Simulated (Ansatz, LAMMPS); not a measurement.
# Site preference of N in place of O in glassy Na2Si4O9 (90 atoms): runs compared

Aim: make N in place of O at several sites of glassy Na2Si4O9 (90 atoms), relax each, and compare their energies.

Computed with Ansatz 0.2.0: Kohn-Sham DFT, revPBE, PAW (set soft_2), plane waves.

In doubt: warnings of the run leave room for a lower electronic state (in some of the runs), so energies may not be the lowest and differences between runs may mislead.

### 1. The cell as built

The cell holds 90 atoms: 12 Na, 54 O and 24 Si. Its edges and angles: a = 10.817 Å, b = 10.817 Å, c = 10.817 Å, α = 90.0°, β = 90.0°, γ = 90.0°. 90 atoms (12 Na, 54 O, 24 Si) placed at random at 2.38 g/cm³, melted at 4500 K for 20 ps at fixed volume with the Morse and Coulomb pair potential with partial charges (Pedone, Malavasi, Menziani, Cormack and Segre, J. Phys. Chem. B 110, 11780 (2006)). Quenched from 4500 K to 300 K at 10 K/ps and fixed volume, held 5 ps.

Limits known from the start: The quench rate of 10 K/ps is many orders above laboratory rates, so the cell is likely richer in defects and strain than a real sample. The starting topology of bonds comes from the classical model, and needn't be the one that DFT or experiment would give. Sampling is at Γ alone, for a cell whose shortest periodic width is 11 Å.

### 2. The reference run

The reference is a single point at the end of the relaxation.

Every defect cell starts from the geometry of this run and is relaxed in the fixed cell.

Its input, with most atom lines left out:

```yaml
crystal:
  lattice:
    - [10.8166, 0.0, 0.0]
    - [0.0, 10.8166, 0.0]
    - [0.0, 0.0, 10.8166]
  atoms:
    - { symbol: Na, position: [0.45232, 0.77055, 0.29166] }
    - { symbol: Na, position: [0.73421, 0.58265, 0.28214] }
    - { symbol: Na, position: [0.35741, 0.05597, 0.44473] }
    - { symbol: Na, position: [0.3987, 0.53813, 0.78415] }
    - { symbol: Na, position: [0.59433, 0.34534, 0.33984] }
    - { symbol: Na, position: [0.66893, 0.47615, 0.70271] }
    - { symbol: Na, position: [0.85145, 0.42325, 0.5011] }
    [... atom lines 8 to 90 left out ...]
kpoints:
  mp_grid: { grid: [1, 1, 1] }
hamiltonian:
  xc: revpbe
scf:
  occupations: { method: fixed }
output:
  forces: true
  stress: true
  populations: true
  dos:
    method: { smearing: { sigma: 0.1 } }
    de: 0.1
    projected: { site_lists: { Na: [Na], O: [O], Si: [Si] } }
  eigenvalues: true
  write_density: true
  write_potential: true
  volumetric_format: npy
```

| Item | Value |
| --- | --- |
| free energy per atom | -710.8566 eV/atom |
| r.m.s. force component | 0.0106 eV/Å |
| pressure | -0.6048 GPa |

Filled and empty levels are parted by 3.18 eV (at Γ alone); a semilocal functional tends to put such gaps too low. In a disordered cell it changes from sample to sample, and tail or defect levels can set it.

### 3. The runs

Each row is one run, on 4 threads of Intel Xeon Platinum 8375C at 2.90GHz (Ice Lake), shared host. The free energy is the program's total, comparable only between runs with the same functional, potentials and atoms.

| run | atoms | outcome | ionic steps, all passes | free energy (eV) | time | host memory (GiB) |
| --- | --- | --- | --- | --- | --- | --- |
| Single point at the start | 90 | converged | - | -63969.237 | 7.8 s | 1.4 |
| Relaxation | 90 | converged | 13 | -63977.092 | 70 s | 1.4 |
| Single point at the relaxed geometry | 90 | converged | - | -63977.092 | 11 s | 1.6 |
| N on a site of O, site O22 | 90 | converged | 13 | -63791.238 | 3.9 min | 2.6 |
| N on a site of O, site O38 | 90 | converged | 7 | -63790.564 | 2.6 min | 2.6 |
| N on a site of O, site O54 | 90 | converged | 8 | -63791.217 | 2.6 min | 2.6 |
| N on a site of O, site O53 | 90 | converged | 6 | -63790.926 | 3.1 min | 2.6 |
| N on a site of O, site O51 | 90 | converged | 7 | -63791.163 | 2.3 min | 2.6 |
| N on a site of O, site O58 | 90 | converged | 7 | -63790.927 | 2.4 min | 2.6 |

In some runs the program notes that the exchange-correlation potential is rough where the density is thin. Further notices: earlier solves read negative; negative dielectric reading.

Local excerpt of 12 atoms (numbers count through the whole input) about site O22, the cheapest one, after relaxation; x, y, z are measured from there.

| atom | x | y | z | distance (Å) | bonds | moment (μB) |
| --- | --- | --- | --- | --- | --- | --- |
| N22 | -0.27 | 0.13 | 0.17 | 0.34 | 3 | 0.42 |
| Si82 | -0.76 | 0.17 | -1.45 | 1.65 | 4 | 0.00 |
| Si79 | 0.25 | 0.59 | 1.70 | 1.82 | 4 | 0.00 |
| O25 | 0.46 | 1.09 | -2.18 | 2.48 | 3 | 0.02 |
| O65 | -0.78 | -1.36 | -2.09 | 2.61 | 2 | 0.00 |
| O42 | 1.93 | 0.50 | 1.70 | 2.62 | 2 | 0.02 |
| O30 | -2.29 | 0.39 | 1.21 | 2.62 | 2 | 0.20 |
| Na4 | 2.02 | -1.49 | -1.22 | 2.79 | 3 | 0.00 |
| O31 | -0.22 | -0.52 | 2.86 | 2.91 | 2 | 0.00 |
| O54 | -2.18 | 0.90 | -1.88 | 3.01 | 2 | 0.00 |
| O18 | -0.09 | 2.10 | 2.29 | 3.11 | 2 | 0.00 |
| O17 | 0.05 | 3.14 | -0.42 | 3.17 | 2 | 0.00 |

The column of bonds counts only the pairs O-Si within 2.16 Å, O-Na within 2.71 Å, Si-N within 2.08 Å, Na-N within 3.15 Å; other neighbours, such as metal atoms beside each other in a compound, aren't counted, and periodic images can show an atom twice.

### 4. The sites compared

All these cells hold the same atoms, so their energies can be compared with no chemical potential.

| site | neighbours | mean distance (Å) | atoms within 6 Å | energy over the best site (eV) | before relaxation (eV) | gain on relaxing (eV) | moment (μB) |
| --- | --- | --- | --- | --- | --- | --- | --- |
| O22 | Si2 | 1.67 | 69 | 0.00 | 0.02 | 0.29 | 1.0 |
| O54 | Si2 | 1.67 | 65 | 0.02 | 0.03 | 0.28 | 1.0 |
| O51 | NaSi2 | 1.99 | 63 | 0.07 | 0.00 | 0.19 | 1.0 |
| O58 | Si2 | 1.62 | 60 | 0.31 | 0.27 | 0.23 | 1.0 |
| O53 | Si2 | 1.63 | 62 | 0.31 | 0.25 | 0.20 | 0.9 |
| O38 | Na4Si | 2.27 | 60 | 0.67 | 0.67 | 0.26 | 1.0 |

Neighbours are those of the relaxed host within 2.16 Å (O-Si), 2.73 Å (O-Na); other pairs aren't counted.

### 5. Outcome

The cheapest site is O22 (2 neighbours, Si2); the dearest, O38 (5 neighbours, Na4Si), costs 0.67 eV more. By coordination the energies over the best site are 0.00 to 0.31 eV with 2 neighbours, 0.07 eV with 3 neighbours and 0.67 eV with 5 neighbours. Relaxation changes the order: the best site before relaxing was O51.

**Limits.** Defects are neutral and interact with their images. The reference ran with fixed occupations, but 6 of the 6 defect cells with fermi-dirac smearing of 0.025 eV, spin polarised. In a disordered cell the relaxation can also rearrange atoms far from the site. In the spin-polarised runs the search for a state of lower energy was switched off. Only 6 of the 54 O sites were tried; unless symmetry makes the others alike to these, a cheaper one may exist. A local or semilocal functional tends to spread out the unpaired spin of such defects.

The DFT runs together took 18 min of wall time.

[Logs are printed without paths, hosts, clocks, repeated set-up lines and the standing remarks that a program may print on its own settings, such as how far it seeks lower states.]

[Hosts, paths, dates, database ids (printed as entryN), source tags and the programs' standing remarks are cut or masked in the printed files.]
